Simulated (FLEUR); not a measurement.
## FePt (c factor at fixed volume 1.1 on the database's cell): anisotropy by force theorems

One state of FePt (c factor at fixed volume 1.1 on the database's cell) is converged without symmetry. Force theorems then give its anisotropy.

Main program and level: FLEUR MaX-R8.1; PBE; all-electron FLAPW, Dirac cores, scalar-relativistic bands.

## (1) The starting structure

It takes space group P4/mmm (No. 123, tetragonal). Conventional cell: a = 2.597 Å, b = 2.597 Å, c = 4.092 Å, α = 90.00°, β = 90.00°, γ = 90.00°. Fe has 4 Fe at 2.60 Å and 8 Pt at 2.75 Å nearest. Pt has 4 Pt at 2.60 Å and 8 Fe at 2.75 Å nearest. Farther neighbours are not listed.

As a file:

```cif
data_structure
_symmetry_space_group_name_H-M 'P 1'
_symmetry_Int_Tables_number 1
_cell_length_a 2.5968
_cell_length_b 2.5968
_cell_length_c 4.0920
_cell_angle_alpha 90.000
_cell_angle_beta 90.000
_cell_angle_gamma 90.000
_cell_volume 27.59
loop_
_atom_site_label
_atom_site_type_symbol
_atom_site_fract_x
_atom_site_fract_y
_atom_site_fract_z
_atom_site_occupancy
Fe1 Fe 0.00000 0.00000 0.00000 1
Pt2 Pt 0.50000 0.50000 0.50000 1
```

The cell is strained on purpose: c factor at fixed volume 1.1 on the database's cell.

## (2) Reference state

The force theorems are single passes in this state's potential, so it has to be converged first.

No symmetry is used, so that later steps may turn the spins freely; k and −k are joined. inpgen writes inp.xml from crystal.txt; cutoffs, mixing, functional, smearing and local orbitals are then set in the file. The k list scf (kpts.xml, not shown) is a Γ-centred 12×12×12 mesh; where the ranks do not divide the number of points, some are split in two of half the weight.

Input file inp.xml:

```
<?xml version="1.0" encoding="UTF-8" standalone="no"?>
<fleurInput fleurInputVersion="0.39">
   <comment>
      FePt
   </comment>
   <calculationSetup>
      <cutoffs Kmax="3.6" Gmax="10.8" GmaxXC="10.8" numbands="0"/>
      <scfLoop itmax="110" minDistance="0.00002" maxIterBroyd="15" imix="Anderson" alpha="0.05" precondParam="0.0" spinf="2.0" sdNocoIR="T"/>
      <coreElectrons ctail="F" frcor="F" kcrel="0" coretail_lmax="0"/>
      <xcFunctional name="pbe" relativisticCorrections="F"/>
      <magnetism jspins="2" l_noco="F" l_ss="F">
         <qss>0.0 0.0 0.0</qss>
         <mtNocoParams l_mperp="F" l_mtNocoPot="F" l_relaxSQA="F" mag_mixing_scheme="0" mix_RelaxWeightOffD="1.0" l_constrained="F" mix_constr="1.0"/>
         <sourceFreeMag l_sourceFree="F" l_scaleMag="F" mag_scale="1.0"/>
      </magnetism>
      <soc l_soc="F" theta="0.0" phi="0.0" spav="F"/>
      <expertModes spex="0" secvar="F"/>
      <geometryOptimization l_f="F" forcealpha="1.0" forcemix="BFGS" epsdisp="0.00001" epsforce="0.00001"/>
      <ldaU l_linMix="F" mixParam="0.05" spinf="1.0"/>
   </calculationSetup>
   <cell>
      <bzIntegration valenceElectrons="32.0" mode="hist" fermiSmearingEnergy="0.00183747">
         <kPointListSelection listName="scf"/>
         <xi:include xmlns:xi="http://www.w3.org/2001/XInclude" href="kpts.xml"> </xi:include>
      </bzIntegration>
      <xi:include xmlns:xi="http://www.w3.org/2001/XInclude" href="sym.xml"> </xi:include>
      <bulkLattice scale="1.0">
         <bravaisMatrix>
            <row-1>    4.9071564429870778     0.0000000000000000     0.0000000000000000</row-1>
            <row-2>    0.0000000000000000     4.9071564429870778     0.0000000000000000</row-2>
            <row-3>    0.0000000000000000     0.0000000000000000     7.7327593018631990</row-3>
         </bravaisMatrix>
      </bulkLattice>
   </cell>
   <atomSpecies>
      <species name="Iron (Fe) 2.800" element="Fe" atomicNumber="26">
         <mtSphere radius="2.39" gridPoints="791" logIncrement="0.015"/>
         <atomicCutoffs lmax="8" lnonsphr="6"/>
         <electronConfig flipSpins="F">
            <coreConfig>(1s1/2) (2s1/2) (2p1/2) (2p3/2)</coreConfig>
            <valenceConfig>(3s1/2) (3p1/2) (3p3/2) (4s1/2) (3d3/2) (3d5/2)</valenceConfig>
            <stateOccupation state="(3d3/2)" spinUp="1.4" spinDown="1.0"/>
            <stateOccupation state="(3d5/2)" spinUp="3.0" spinDown="0.6"/>
         </electronConfig>
         <energyParameters s="4" p="4" d="3" f="4"/>
         <lo type="SCLO" l="0" n="3" eDeriv="0"/>
         <lo type="SCLO" l="1" n="3" eDeriv="0"/>
      </species>
      <species name="Platinum (Pt)" element="Pt" atomicNumber="78">
         <mtSphere radius="2.39" gridPoints="791" logIncrement="0.017"/>
         <atomicCutoffs lmax="8" lnonsphr="6"/>
         <electronConfig flipSpins="F">
            <coreConfig>(1s1/2) (2s1/2) (2p1/2) (2p3/2) (3s1/2) (3p1/2) (3p3/2) (4s1/2) (3d3/2) (3d5/2) (4p1/2) (4p3/2) (5s1/2) (4d3/2) (4d5/2) (4f5/2) (4f7/2)</coreConfig>
            <valenceConfig>(5p1/2) (5p3/2) (6s1/2) (5d3/2) (5d5/2)</valenceConfig>
            <stateOccupation state="(6s1/2)" spinUp="0.500000" spinDown="0.500000"/>
            <stateOccupation state="(5d3/2)" spinUp="1.800000" spinDown="1.800000"/>
            <stateOccupation state="(5d5/2)" spinUp="2.700000" spinDown="2.700000"/>
         </electronConfig>
         <energyParameters s="6" p="6" d="5" f="5"/>
         <lo type="SCLO" l="1" n="5" eDeriv="0"/>
      </species>
   </atomSpecies>
   <atomGroups>
      <atomGroup species="Iron (Fe) 2.800">
         <relPos label="                   1">.0000000000 .0000000000 .0000000000</relPos>
         <force calculate="T" relaxXYZ="TTT"/>
         <nocoParams  alpha="0.0" beta="0.0"/>
      </atomGroup>
      <atomGroup species="Platinum (Pt)">
         <relPos label="                   2">1.000/2.000 1.000/2.000 1.000/2.000</relPos>
         <force calculate="T" relaxXYZ="TTT"/>
         <nocoParams  alpha="0.0" beta="0.0"/>
      </atomGroup>
   </atomGroups>
   <output dos="F" band="F" slice="F">
      <bandDOS minEnergy="-.5*Htr" maxEnergy="0.5*Htr" sigma="0.015" storeEVData="T"/>
      <plotting iplot="0" polar="F">
         <plot TwoD="T" vec1="  1.0  0.0  0.0" vec2="  0.0  1.0  0.0" vec3="  0.0  0.0  1.0" zero="  0.0  0.0  0.0" file="plot"/>
      </plotting>
      <moessbauerParams electricFieldGradient="F" isomerShift="F" coreHyperfine="F" valenceHyperfine="F"/>
   </output>
</fleurInput>
```

Input file crystal.txt:

```
FePt
&input film=F cartesian=F /
2.59675536000  0.00000000000  0.00000000000
0.00000000000  2.59675536000  0.00000000000
0.00000000000  0.00000000000  4.09200000000
1.8897261246
1.0 1.0 1.0

2
26 0.00000000000  0.00000000000  0.00000000000 : 2.800
78 0.50000000000  0.50000000000  0.50000000000

&kpt div1=12 div2=12 div3=12 gamma=T /
```

Run with:

```sh
OMP_NUM_THREADS=1 inpgen -f crystal.txt -nosym -noco > inpgen.log  # inp.xml is then edited as shown
OMP_NUM_THREADS=1 mpirun -n 4 fleur_MPI > fleur.log
```

Log:

```text
Welcome to FLEUR        (www.flapw.de)
      MaX-Release 8.1          (www.max-centre.eu)

 ========== k-point set info ==========
 Selected k-point list: scf
 k-point list type: mesh
 0 x 0 x 0
 Number of k points: 868

 ------------Calculation Setup---------------------------
 Number of MPI-tasks      :            4
 Number of PE/node        :            4
 Number of OMP-threads    :            1
 k-points in parallel     :            4
 pe's per k-point         :            1
 No of k-point loops      :          217
 Eigenvalue solver        :       lapack
 Number of basis functions:          178
 Approximate size of matrices (H+S) per k-point:         0.001 GB
 --------------------------------------------------------
 Complex matrix made real
 Complex matrix made real
 Iteration:     1   Distance:      43.68229622 me/bohr^3
 Iteration:     2   Distance:      14.98770545 me/bohr^3
 Iteration:     3   Distance:      13.11703329 me/bohr^3
 Iteration:     4   Distance:       7.94491402 me/bohr^3
 Iteration:     5   Distance:       7.76738398 me/bohr^3
 Iteration:     6   Distance:       6.26550270 me/bohr^3
 Iteration:     7   Distance:       3.46041429 me/bohr^3
 Iteration:     8   Distance:       3.04932588 me/bohr^3
 Iteration:     9   Distance:       1.12352209 me/bohr^3
 Iteration:    10   Distance:       1.19501037 me/bohr^3
 Iteration:    11   Distance:       0.24324374 me/bohr^3
 Iteration:    12   Distance:       0.41976326 me/bohr^3
 Iteration:    13   Distance:       0.04872082 me/bohr^3
 Iteration:    14   Distance:       0.04546346 me/bohr^3
 Iteration:    15   Distance:       0.03644456 me/bohr^3
 Iteration:    16   Distance:       0.02677413 me/bohr^3
 Iteration:    17   Distance:       0.02015064 me/bohr^3
 Iteration:    18   Distance:       0.00613350 me/bohr^3
 Iteration:    19   Distance:       0.00338467 me/bohr^3
 Iteration:    20   Distance:       0.00186238 me/bohr^3
 Iteration:    21   Distance:       0.00062182 me/bohr^3
 Iteration:    22   Distance:       0.00052580 me/bohr^3
 Iteration:    23   Distance:       0.00021123 me/bohr^3
 Iteration:    24   Distance:       0.00004830 me/bohr^3
 Iteration:    25   Distance:       0.00003523 me/bohr^3
 Iteration:    26   Distance:       0.00000676 me/bohr^3

 ********************************************************************
 Run finished successfully
 Stop message:
   all done
 ********************************************************************

--- out.xml (last complete iteration) ---
<iteration numberForCurrentRun="   26" overallNumber="   26">
         [... left out ...]
         <bandgap value="0.0000000000" units="eV"/>
         <sumValenceSingleParticleEnergies value="-18.1531407013" units="Htr"/>
         <FermiEnergy value="0.4285614399" units="Htr"/>
         <valenceDensity>
            <mtCharges spin="1">
               <mtCharge atomType="1" total="8.9267329" s="1.1921763" p="3.1901351" d="4.5209941" f="0.0177515"/>
               <mtCharge atomType="2" total="7.2628857" s="0.2370629" p="3.1433014" d="3.8525323" f="0.0233748"/>
            </mtCharges>
            <mtCharges spin="2">
               <mtCharge atomType="1" total="6.0212883" s="1.1900284" p="3.1981822" d="1.6120967" f="0.0160331"/>
               <mtCharge atomType="2" total="6.9705637" s="0.2499700" p="3.1818514" d="3.5115886" f="0.0213572"/>
            </mtCharges>
            <spinDependentCharge spin="1" total="17.5586155" interstitial="1.3689968" mtSpheres="16.1896187"/>
            <spinDependentCharge spin="2" total="14.4413845" interstitial="1.4495325" mtSpheres="12.9918520"/>
            <totalCharge value="32.0000000000"/>
         </valenceDensity>
         [... left out ...]
         <allElectronCharges>
            <spinDependentCharge spin="1" total="53.5586155" interstitial="1.3699531" mtSpheres="52.1886624"/>
            <spinDependentCharge spin="2" total="50.4413845" interstitial="1.4504922" mtSpheres="48.9908923"/>
            <totalCharge value="104.0000000145"/>
         </allElectronCharges>
         <magneticMomentsInMTSpheres units="muBohr">
            <globalMagMoment atomType="1" vec="0.00000   0.00000   2.90544"/>
            <localMagMoment atomType="1" vec="0.00000   0.00000   2.90544"/>
            <globalMagMoment atomType="2" vec="0.00000   0.00000   0.29233"/>
            <localMagMoment atomType="2" vec="0.00000   0.00000   0.29233"/>
         </magneticMomentsInMTSpheres>
         <moessbauerParams unitsHFF="kG" unitsIS="e/bohr^3" unitsEFG="Htr/bohr^2">
         </moessbauerParams>
         <totalEnergy value="   -19719.5410963996" units="Htr">
            <sumOfEigenvalues value="   -12060.9215477967">
               <coreElectrons value="-12042.7684070954"/>
               <valenceElectrons value="-18.1531407013"/>
            </sumOfEigenvalues>
            <densityCoulombPotentialIntegral value="-33921.7820001701"/>
            <densityEffectivePotentialIntegral value="-34462.0709915808"/>
            <chargeDenXCDenIntegral value="-413.3035045705"/>
            <FockExchangeEnergyValence value="0.0000000000"/>
            <FockExchangeEnergyCore value="0.0000000000"/>
            <atomTypeDependentContributions atomType="1">
               <electronNucleiInteractionDifferentMTs value="1520.2047877121"/>
               <MadelungTerm value="-11.1734463388"/>
            </atomTypeDependentContributions>
            <atomTypeDependentContributions atomType="2">
               <electronNucleiInteractionDifferentMTs value="23171.6965516891"/>
               <MadelungTerm value="-43.4212497880"/>
            </atomTypeDependentContributions>
            <tkbTimesEntropy value="0.0004136036"/>
            <freeEnergy value="-19719.5415100032"/>
            <extrapolationTo0K value="-19719.5413032014"/>
         </totalEnergy>
         <densityConvergence units="me/bohr^3">
            <chargeDensity spin="1" distance="0.0000036642"/>
            <chargeDensity spin="2" distance="0.0000050579"/>
            <overallChargeDensity distance="0.0000067563"/>
            <spinDensity distance="0.0000056894"/>
         </densityConvergence>
      </iteration>
```

It took 4.1 min on 4 MPI ranks of Arm Neoverse V1, shared host; peak memory 0.55 GiB.

Read from the output:

```
free energy                                                       : -536596.0606 eV
program's band gap on this mesh (in a metal only a level spacing) : 0 eV
magnetization                                                     : 3.117 μB
final state                                                       : ferromagnetic
largest moment                                                    : 2.905 μB
```

After 26 cycles the largest moment stands at 2.91 μB.

## (3) Anisotropy by the force theorem, rung 1

Anisotropy is a small difference, so it is taken from sums over occupied states at a frozen potential, where most errors cancel.

One pass with spin–orbit coupling for each direction, from the saved density. Inversion lets half of the mesh serve, which the program's warning doesn't know. The k list mae (kpts.xml, not shown) is a Γ-centred 15×15×10 mesh.

Changes to inp.xml since step 2:

```diff
@@ -6,4 +6,4 @@
    <calculationSetup>
-      <cutoffs Kmax="3.6" Gmax="10.8" GmaxXC="10.8" numbands="0"/>
-      <scfLoop itmax="110" minDistance="0.00002" maxIterBroyd="15" imix="Anderson" alpha="0.05" precondParam="0.0" spinf="2.0" sdNocoIR="T"/>
+      <cutoffs Kmax="3.6" Gmax="10.8" GmaxXC="10.8" numbands="72"/>
+      <scfLoop itmax="1" minDistance="0.00002" maxIterBroyd="15" imix="Anderson" alpha="0.05" precondParam="0.0" spinf="2.0" sdNocoIR="T"/>
       <coreElectrons ctail="F" frcor="F" kcrel="0" coretail_lmax="0"/>
@@ -15,3 +15,3 @@
       </magnetism>
-      <soc l_soc="F" theta="0.0" phi="0.0" spav="F"/>
+      <soc l_soc="T" theta="0.0" phi="0.0" spav="F"/>
       <expertModes spex="0" secvar="F"/>
@@ -22,3 +22,3 @@
       <bzIntegration valenceElectrons="32.0" mode="hist" fermiSmearingEnergy="0.00183747">
-         <kPointListSelection listName="scf"/>
+         <kPointListSelection listName="mae"/>
          <xi:include xmlns:xi="http://www.w3.org/2001/XInclude" href="kpts.xml"> </xi:include>
@@ -81,2 +81,5 @@
    </output>
+   <forceTheorem>
+      <MAE theta="0.0 1.5707963 1.5707963 0.7853982" phi="0.0 0.0 0.7853982 0.0"/>
+   </forceTheorem>
 </fleurInput>
```

Run with:

```sh
OMP_NUM_THREADS=1 mpirun -n 4 fleur_MPI -warn_only > fleur.log
```

Log:

```text
[banner, memory and clock lines left out]
Welcome to FLEUR        (www.flapw.de)
      MaX-Release 8.1          (www.max-centre.eu)
************FLEUR-Warning*****************
Error message: k-point set is not compatible to missing time-reversal symmetry in calculation.
Error occurred in subroutine: gen_bz
Error from PE:0/4
*****************************************

 ========== k-point set info ==========
 Selected k-point list: mae
 k-point list type: mesh
 0 x 0 x 0
 Number of k points: 1128

 [... set-up left out ...]
 ********************************************************************
 Run finished successfully
 Stop message:
   Forcetheorem MAE
 ********************************************************************

--- out.xml (force theorem) ---
<Forcetheorem_MAE Angles="4" units="Htr">
            <Angle theta="0.0000000" phi="0.0000000" ev-sum="-18.199900475"/>
            <Angle theta="1.5707963" phi="0.0000000" ev-sum="-18.199741089"/>
            <Angle theta="1.5707963" phi="0.7853982" ev-sum="-18.199741000"/>
            <Angle theta="0.7853982" phi="0.0000000" ev-sum="-18.199822032"/>
         </Forcetheorem_MAE>
```

It took 85 s on 4 MPI ranks; peak memory 1.1 GiB; 5.7 min of CPU time.

Anisotropy energies, by row:

```
                              axis       x       y       z  band energy less the first axis' (meV a cell)
                             [001]       0       0       1                                              0
                             [100]       1       0       0                                          4.337
                             [110]  0.7071  0.7071       0                                           4.34
45 degrees from [001] toward [100]  0.7071       0  0.7071                                          2.135
```

Indices are those of the standard conventional cell; x, y, z give the same directions in the axes of the input.

## (4) Anisotropy by the force theorem, rung 2

A second rung shows how far the first can be trusted.

The k list mae (kpts.xml, not shown) is a Γ-centred 22×22×14 mesh.

inp.xml is that of step 3.

Log:

```text
[banner, memory and clock lines left out]
Welcome to FLEUR        (www.flapw.de)
      MaX-Release 8.1          (www.max-centre.eu)
************FLEUR-Warning*****************
Error message: k-point set is not compatible to missing time-reversal symmetry in calculation.
Error occurred in subroutine: gen_bz
Error from PE:0/4
Other PEs with error messages:
     1-k-point set is not compatible to missing time-reversal symmetry in calculation.
*****************************************

 ========== k-point set info ==========
 Selected k-point list: mae
 k-point list type: mesh
 0 x 0 x 0
 Number of k points: 3392

 [... set-up left out ...]
 ********************************************************************
 Run finished successfully
 Stop message:
   Forcetheorem MAE
 ********************************************************************

--- out.xml (force theorem) ---
<Forcetheorem_MAE Angles="4" units="Htr">
            <Angle theta="0.0000000" phi="0.0000000" ev-sum="-18.199946252"/>
            <Angle theta="1.5707963" phi="0.0000000" ev-sum="-18.199803216"/>
            <Angle theta="1.5707963" phi="0.7853982" ev-sum="-18.199801009"/>
            <Angle theta="0.7853982" phi="0.0000000" ev-sum="-18.199874393"/>
         </Forcetheorem_MAE>
```

Run time: 4.2 min. Hardware: 4 MPI ranks; peak memory 3.1 GiB; 17 min of CPU time.

Anisotropy energies, by row:

```
                              axis       x       y       z  band energy less the first axis' (meV a cell)
                             [001]       0       0       1                                              0
                             [100]       1       0       0                                          3.892
                             [110]  0.7071  0.7071       0                                          3.952
45 degrees from [001] toward [100]  0.7071       0  0.7071                                          1.955
```

(Continued in part 2 of 2.)

[Logs and program files are shortened in this print: banners, set-up blocks, solver, clock and traceback lines can be left out without a mark of their own.]

[Logs are printed without paths, hosts, clocks, repeated set-up lines and the standing remarks that a program may print on its own settings, such as how far it seeks lower states.]

[Hosts, paths, dates, database ids (printed as entryN), source tags and the programs' standing remarks are cut or masked in the printed files.]

[Where a cell is said to come from a database of computed structures, the database is the Materials Project.]
